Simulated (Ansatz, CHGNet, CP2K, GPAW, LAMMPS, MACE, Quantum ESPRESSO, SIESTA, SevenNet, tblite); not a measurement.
**Quantum ESPRESSO on glassy 69SiO2-19Al2O3-6SrO-6Li2O (mol %) (106 atoms): settings compared**

How far do other settings of Quantum ESPRESSO move the forces in glassy 69SiO2-19Al2O3-6SrO-6Li2O (mol %) (106 atoms)? One run of the same program serves as the yardstick.

Calculated with Quantum ESPRESSO 7.5; the method is named at each step.

### Step 1. The structure

The cell holds 106 atoms: 22 Si, 12 Al, 2 Sr, 4 Li and 66 O. Cell: a = 11.659 Å, b = 11.659 Å, c = 11.659 Å, α = 90.0°, β = 90.0°, γ = 90.0°. 106 atoms (22 Si, 12 Al, 2 Sr, 4 Li, 66 O) placed at random at 2.31 g/cm³, melted at 4000 K for 10 ps at fixed volume with the Morse and Coulomb pair potential with partial charges (Pedone, Malavasi, Menziani, Cormack and Segre, J. Phys. Chem. B 110, 11780 (2006)). Quenched from 4000 K to 300 K at 50 K/ps and fixed volume, held 5 ps.

The yardstick, on the same geometry:

* method: Kohn-Sham DFT, PBE, SSSP efficiency 1.3.0 pseudopotentials, plane waves (Quantum ESPRESSO 7.5); sssp-pbe-1.3.0-efficiency, cutoffs 60/480 Ry, Γ point
* r.m.s. force component: 1.325 eV/Å
* longest force: 5.255 eV/Å
* pressure: 1.859 GPa
* gap (highest filled to lowest empty level): 2.915 eV
* time: 4.8 min on 4 MPI ranks of Arm Neoverse V2, shared host
* CPU time: 19 min

### Step 2. PBE, sssp-1.3.0-efficiency, 20/160 Ry

Method: Kohn-Sham DFT, PBE, SSSP efficiency 1.3.0 pseudopotentials, plane waves.

File pw.in:

```
&control
  calculation = 'scf'
  pseudo_dir = './pseudo'
  outdir = './tmp'
  disk_io = 'none'
  tprnfor = .true.
  tstress = .true.
/
&system
  ibrav = 0
  nat = 106
  ntyp = 5
  ecutwfc = 20
  ecutrho = 160
  nosym = .true.
  occupations = 'smearing'
  smearing = 'fd'
  degauss = 0.003675
/
&electrons
  conv_thr = 5.3e-07
  electron_maxstep = 100
  mixing_beta = 0.4
  mixing_mode = 'plain'
  diagonalization = 'david'
/
ATOMIC_SPECIES
Si 28.085 Si.upf
Al 26.982 Al.upf
Sr 87.620 Sr.upf
Li 6.940 Li.upf
O 15.999 O.upf
CELL_PARAMETERS angstrom
11.65850 0.00000 0.00000
0.00000 11.65850 0.00000
0.00000 0.00000 11.65850
ATOMIC_POSITIONS crystal
Si 0.28986 0.98696 0.72095
Si 0.46497 0.47897 0.37632
Si 0.86756 0.60227 0.55702
Si 0.07645 0.11462 0.60846
Si 0.35528 0.12961 0.38646
Si 0.07948 0.62937 0.86353
Si 0.64768 0.83036 0.21743
Si 0.27953 0.40789 0.20722
Si 0.86162 0.71171 0.13052
Si 0.49198 0.28528 0.07973
Si 0.87828 0.08836 0.79118
Si 0.01057 0.02041 0.34711
Si 0.76462 0.06518 0.23154
Si 0.71918 0.23546 0.61794
Si 0.86819 0.34836 0.41632
Si 0.25927 0.71002 0.68309
Si 0.95106 0.87014 0.93259
Si 0.89122 0.22075 0.02832
Si 0.50109 0.61745 0.61666
Si 0.22024 0.64672 0.10028
Si 0.11945 0.18784 0.15641
Si 0.06734 0.75975 0.27910
Al 0.52014 0.04211 0.57763
Al 0.19100 0.99755 0.97042
Al 0.14041 0.31104 0.46837
Al 0.73919 0.36283 0.15838
Al 0.71307 0.48424 0.74617
Al 0.48357 0.65747 0.14527
Al 0.34574 0.05042 0.11787
Al 0.66622 0.81058 0.50413
Al 0.61538 0.48585 0.98677
Al 0.59120 0.25250 0.32543
Al 0.13427 0.60000 0.49139
Al 0.86874 0.49327 0.95948
Sr 0.40961 0.81040 0.41147
Sr 0.42630 0.77298 0.91741
Li 0.68803 0.57624 0.26117
Li 0.41200 0.10369 0.88145
Li 0.73281 0.04512 0.45998
Li 0.13100 0.40188 0.66287
O 0.78736 0.71462 0.52026
O 0.73086 0.71812 0.17321
O 0.88320 0.60072 0.05053
O 0.38696 0.36810 0.12558
O 0.78149 0.13594 0.70766
O 0.43710 0.16213 0.05953
O 0.99454 0.09184 0.71884
O 0.88151 0.95604 0.84694
O 0.25397 0.20627 0.42989
O 0.20802 0.11342 0.07808
O 0.34280 0.44350 0.31844
O 0.54234 0.72649 0.55470
O 0.00154 0.63562 0.54704
O 0.63732 0.82589 0.35160
O 0.53877 0.60958 0.01657
O 0.50303 0.58280 0.28366
[... 46 atom lines left out ...]
O 0.42594 0.02358 0.70639
O 0.32831 0.04575 0.26829
O 0.88562 0.82306 0.04812
O 0.73590 0.48776 0.89022
K_POINTS gamma
```

The run is started by

```sh
> OMP_NUM_THREADS=1 mpirun -np 2 pw.x -in pw.in > output.txt
```

Log:

```text
Program PWSCF
     gamma-point specific algorithms are used
     Parallelization info
     sticks:   dense  smooth     PW     G-vecs:    dense   smooth      PW
     Min        3090    1545    388               182742    64519    8067
     Max        3091    1548    389               182751    64524    8068
     Sum        6181    3093    777               365493   129043   16135
     bravais-lattice index     =            0
     lattice parameter (alat)  =      22.0314  a.u.
     unit-cell volume          =   10693.6172 (a.u.)^3
     number of atoms/cell      =          106
     number of atomic types    =            5
     number of electrons       =       552.00
     number of Kohn-Sham states=          331
     kinetic-energy cutoff     =      20.0000  Ry
     charge density cutoff     =     160.0000  Ry
     scf convergence threshold =      5.3E-07
     mixing beta               =       0.4000
     number of iterations used =            8  plain     mixing
     Exchange-correlation= SLA  PW   PBX  PBC
                           (   1   4   3   4   0   0   0)
     crystal axes: (cart. coord. in units of alat)
               a(1) = (   1.000000   0.000000   0.000000 )
               a(2) = (   0.000000   1.000000   0.000000 )
               a(3) = (   0.000000   0.000000   1.000000 )
     reciprocal axes: (cart. coord. in units 2 pi/alat)
               b(1) = (  1.000000  0.000000  0.000000 )
               b(2) = (  0.000000  1.000000  0.000000 )
               b(3) = (  0.000000  0.000000  1.000000 )
     PseudoPot. # 1 for Si:
     Pseudo is Ultrasoft + core correction, Zval =  4.0
     PseudoPot. # 2 for Al:
     Pseudo is Projector augmented-wave + core cor, Zval =  3.0
     PseudoPot. # 3 for Sr:
     Pseudo is Ultrasoft + core correction, Zval = 10.0
     PseudoPot. # 4 for Li:
     Pseudo is Ultrasoft, Zval =  3.0
     PseudoPot. # 5 for O :
     Pseudo is Projector augmented-wave + core cor, Zval =  6.0
     atomic species   valence    mass     pseudopotential
     Si                4.00    28.08500     Si( 1.00)
     Al                3.00    26.98200     Al( 1.00)
     Sr               10.00    87.62000     Sr( 1.00)
     Li                3.00     6.94000     Li( 1.00)
     O                 6.00    15.99900     O ( 1.00)
     No symmetry found
   Cartesian axes
     number of k points=     1  Fermi-Dirac smearing, width (Ry)=  0.0037
                       cart. coord. in units 2pi/alat
        k(    1) = (   0.0000000   0.0000000   0.0000000), wk =   2.0000000
     Dense  grid:   182747 G-vectors     FFT dimensions: (  90,  90,  90)
     Smooth grid:    64522 G-vectors     FFT dimensions: (  64,  64,  64)
     Check: negative core charge=   -0.000014
     Initial potential from superposition of free atoms
     starting charge     550.0898, renormalised to     552.0000
     negative rho (up, down):  1.314E-01 0.000E+00
     Starting wfcs are  446 randomized atomic wfcs
     Self-consistent Calculation
     iteration #  1     ecut=    20.00 Ry     beta= 0.40
     negative rho (up, down):  1.316E-01 0.000E+00
     total energy              =   -3642.73529214 Ry
     estimated scf accuracy    <      10.26828572 Ry
     iteration #  2     ecut=    20.00 Ry     beta= 0.40
     negative rho (up, down):  1.327E-01 0.000E+00
     total energy              =   -3643.11165479 Ry
     estimated scf accuracy    <       1.98012636 Ry
     iteration #  3     ecut=    20.00 Ry     beta= 0.40
     negative rho (up, down):  1.343E-01 0.000E+00
     total energy              =   -3643.04866040 Ry
     estimated scf accuracy    <       0.37299687 Ry
     iteration #  4     ecut=    20.00 Ry     beta= 0.40
     negative rho (up, down):  1.345E-01 0.000E+00
     total energy              =   -3643.07048492 Ry
     estimated scf accuracy    <       0.00531703 Ry
     iteration #  5     ecut=    20.00 Ry     beta= 0.40
     negative rho (up, down):  1.346E-01 0.000E+00
     total energy              =   -3643.07229999 Ry
     estimated scf accuracy    <       0.00077375 Ry
     iteration #  6     ecut=    20.00 Ry     beta= 0.40
     negative rho (up, down):  1.345E-01 0.000E+00
     total energy              =   -3643.07273700 Ry
     estimated scf accuracy    <       0.00006536 Ry
     iteration #  7     ecut=    20.00 Ry     beta= 0.40
     negative rho (up, down):  1.345E-01 0.000E+00
     total energy              =   -3643.07286845 Ry
     estimated scf accuracy    <       0.00001215 Ry
     iteration #  8     ecut=    20.00 Ry     beta= 0.40
     negative rho (up, down):  1.345E-01 0.000E+00
     total energy              =   -3643.07291484 Ry
     estimated scf accuracy    <       0.00000109 Ry
     iteration #  9     ecut=    20.00 Ry     beta= 0.40
     negative rho (up, down):  1.345E-01 0.000E+00
     End of self-consistent calculation
          k = 0.0000 0.0000 0.0000 (  8068 PWs)   bands (ev):
   -42.8790 -42.3936 -41.5995 -41.5236 -32.1696 -31.8828 -19.7588 -19.1782
   -19.1296 -18.9514 -18.9048 -18.7245 -18.6408 -18.5492 -18.4887 -18.4026
   -18.3836 -18.3421 -18.2144 -18.1289 -18.1168 -18.0533 -17.9907 -17.9467
   -17.9078 -17.8227 -17.8020 -17.7192 -17.6640 -17.5946 -17.4920 -17.4696
   -17.4443 -17.3793 -17.3183 -17.2769 -17.2478 -17.1833 -17.1535 -17.1233
   -17.0741 -17.0387 -17.0238 -16.9854 -16.9656 -16.9589 -16.8727 -16.8432
   -16.8301 -16.7645 -16.7396 -16.6828 -16.6740 -16.5998 -16.5678 -16.5368
   -16.3906 -16.3464 -16.2867 -16.2402 -16.2246 -16.1481 -16.0446 -15.9795
   -15.8624 -15.7982 -15.7352 -15.5209 -15.2604 -15.2514 -15.1039 -14.9561
   -14.2529 -14.0396 -13.9064 -13.8694 -13.7927 -13.7000  -7.9260  -7.3946
    -7.0558  -6.8069  -6.5442  -6.5367  -6.2980  -6.2254  -6.0778  -5.8949
    -5.6702  -5.4498  -5.3759  -5.1789  -5.0979  -4.9970  -4.9070  -4.8562
[...]
8.2333   8.2477   8.3425   8.4283   8.4580   8.4998   8.5891   8.7005
     8.7135   8.7940   8.8618   8.9325   9.0229   9.0372   9.0690   9.2099
     9.2799   9.3553   9.3827   9.4814   9.5313   9.6322   9.7925   9.8164
     9.8649   9.9402   9.9902  10.0638  10.0992  10.1662  10.2071  10.2465
    10.3031  10.3116  10.3354  10.4230  10.4461  10.4574  10.5042  10.5560
    10.5872  10.6374  10.6582
     the Fermi energy is     4.3411 ev
!    total energy              =   -3643.07294058 Ry
     estimated scf accuracy    <       0.00000020 Ry
     smearing contrib. (-TS)   =      -0.00000000 Ry
     internal energy E=F+TS    =   -3643.07294058 Ry
     The total energy is F=E-TS. E is the sum of the following terms:
     one-electron contribution =   -1860.24734559 Ry
     hartree contribution      =    1195.65164908 Ry
     xc contribution           =    -710.99597450 Ry
     ewald contribution        =   -1222.46596245 Ry
     one-center paw contrib.   =   -1045.01530713 Ry
     convergence has been achieved in   9 iterations
     negative rho (up, down):  1.345E-01 0.000E+00
     Forces acting on atoms (cartesian axes, Ry/au):
     atom    1 type  1   force =    -0.01272050   -0.04570222   -0.10576046
     atom    2 type  1   force =     0.06320076    0.02897189   -0.01006264
     atom    3 type  1   force =     0.00184151    0.02096777   -0.08840054
     atom    4 type  1   force =     0.04046653   -0.14618386   -0.05820684
     atom    5 type  1   force =    -0.00416420   -0.12242138   -0.06609667
     atom    6 type  1   force =    -0.04430354    0.11308428    0.03229421
     atom    7 type  1   force =     0.12860224   -0.01944322    0.00063242
     atom    8 type  1   force =     0.02902702    0.00725078   -0.14023750
     atom    9 type  1   force =     0.02777169    0.00943537   -0.12177470
     atom   10 type  1   force =    -0.03624558    0.09565463   -0.02548813
     atom   11 type  1   force =     0.01022270   -0.04417262    0.05274393
     atom   12 type  1   force =    -0.06996972   -0.03184980    0.03372640
[...]
atom  102 type  5   force =    -0.02830946   -0.05521524   -0.00842594
     atom  103 type  5   force =     0.01745889   -0.00453306    0.00254680
     atom  104 type  5   force =    -0.02015198   -0.02804092    0.01086336
     atom  105 type  5   force =    -0.01931017    0.06290240   -0.04675522
     atom  106 type  5   force =    -0.01535066    0.00363480    0.04070801
     Total force =     1.071643     Total SCF correction =     0.000795
     Computing stress (Cartesian axis) and pressure
     negative rho (up, down):  1.345E-01 0.000E+00
          total   stress  (Ry/bohr**3)                   (kbar)     P=    -1472.40
  -0.00992345   0.00008510   0.00007231        -1459.79       12.52       10.64
   0.00008510  -0.01013818  -0.00002027           12.52    -1491.38       -2.98
   0.00007231  -0.00002027  -0.00996582           10.64       -2.98    -1466.02
     Message from routine punch:
     Nothing written, as per user request (disk_io='none')
```

Wall time 95 s (2 MPI ranks of Arm Neoverse V2, shared host); peak memory 1.1 GiB; 3.2 min of CPU time.

Banners, paths, timers and routine set-up lines are dropped from the logs unmarked, and long logs keep their key lines alone; longer cuts are marked.

Against the reference:

```
r.m.s. force component                           : 1.545 eV/Å
r.m.s. difference of force components            : 301.6 meV/Å
longest difference of force vectors              : 1544 meV/Å
force difference over r.m.s. force               : 22.76 %
slope of forces against the reference's          : 1.153
correlation of force components                  : 0.9896
gap (highest filled to lowest empty level) : 2.433 eV
gap difference                                   : -0.4829 eV
pressure                                         : -147.2 GPa
pressure difference                              : -149.1 GPa
energy less the same-level run's                 : 5343 meV/atom
r.m.s. force difference from the same-level run  : 301.6 meV/Å
```

This is a coarse setting, run to see what it loses.

Length of the force difference by element (eV/Å):

```csv
element,atoms,mean,most
Al,12,0.15,0.37
Li,4,0.086,0.15
O,66,0.54,1.5
Si,22,0.35,0.62
Sr,2,0.087,0.11
```

Levels nearest the highest filled one (eV from it): -1.23, -1.19, -1.14, -1.10, -1.05, -0.98, -0.91, -0.84, -0.51, -0.17, -0.06, 0.00, 2.43, 3.50, 3.99, 4.07, 4.21, 4.26, 4.47, 4.62, 4.65, 4.77, 4.92, 4.99.

The surroundings of O73, which bears the longest force, nearest first, numbered as they follow in the input and with coordinates relative to it.

```csv
atom,x,y,z,distance (Å),bonds,Fx,Fy,Fz (eV/Å)
O73,0.00,0.00,0.00,0.00,3,6.00,-2.97,1.09
Si16,-1.47,0.50,-0.25,1.57,4,-0.09,1.91,-1.77
Si19,1.35,-0.58,-1.03,1.79,4,-2.53,-3.11,1.29
O72,-1.25,2.05,0.22,2.41,3,-0.27,2.44,0.82
O83,-1.68,0.28,-1.80,2.47,3,-0.38,0.79,-2.55
O97,-2.54,-0.29,0.55,2.62,2,-2.78,-2.20,2.25
O52,1.83,0.69,-1.75,2.63,3,1.50,4.63,-2.07
O60,2.40,-1.28,-0.07,2.72,2,-0.65,-0.12,0.91
Sr36,0.48,1.24,2.48,2.81,6,-0.19,-0.39,0.19
O77,0.83,-1.53,-2.31,2.89,2,-0.64,-0.77,-0.19
```

Forces lie 23 % from the reference's, at 0.17 times its CPU time (on 2 against 4 cores).

Within one program, basis, potentials and functional, energies share a zero. Each run against its twin at the usual cutoff or grid and solver:

```csv
run,twin,Δ energy (meV/atom),"Δ force, r.m.s. (meV/Å)",CPU time over the twin's
"QE PBE, sssp-1.3.0-efficiency, 20/160 Ry","sssp-1.3.0-efficiency, 60/480 Ry",5343,302,0.17 (this twin ran on 4 cores)
```

### Step 3. Outcome

| Quantity | Value |
| --- | --- |
| force difference from the reference | QE PBE, sssp-1.3.0-efficiency, 20/160 Ry (coarse), 23 % |
| its CPU time | 3.2 min |

**Reading.** Runs with settings chosen to be coarse differ by 23 % (QE PBE, sssp-1.3.0-efficiency, 20/160 Ry). One electronic-structure run takes under half the reference's CPU time: QE PBE, sssp-1.3.0-efficiency, 20/160 Ry, at 23 % in 3.2 min against 19 min; its pressure misses by -149.1 GPa. QE PBE, sssp-1.3.0-efficiency, 20/160 Ry stiffens the forces by a factor of 1.15 while following their directions (correlation 0.990). At the same functional, the gap of QE PBE, sssp-1.3.0-efficiency, 20/160 Ry lies 0.48 eV below the reference's 2.92 eV. In pressure, QE PBE, sssp-1.3.0-efficiency, 20/160 Ry misses by -149.1 GPa, at the same functional; a cutoff this low leaves a large Pulay stress. The reference's pressure holds the uncorrected Pulay stress of its 60 Ry basis, so small pressure differences, and their order, may be the reference's own error. The quench rate of 50 K/ps is many orders above laboratory rates, so the cell is likely richer in defects and strain than a real sample. The network of bonds at the start is that of the classical potential that made the cell, and needn't be the one that DFT or experiment would give. The reference's stress is far from hydrostatic: its diagonal is 3.1, -0.1, 2.5 GPa, compression counted positive. The electronic-structure runs sample only Γ, in a cell whose shortest periodic width is 12 Å.

[Also dropped from logs without a mark: logging warnings of Python, and SIESTA's first energy breakdown and zero terms.]

[Logs are printed without paths, hosts, clocks, repeated set-up lines and the standing remarks that a program may print on its own settings, such as how far it seeks lower states.]

[Hosts, paths, dates, database ids (printed as entryN), source tags and the programs' standing remarks are cut or masked in the printed files.]
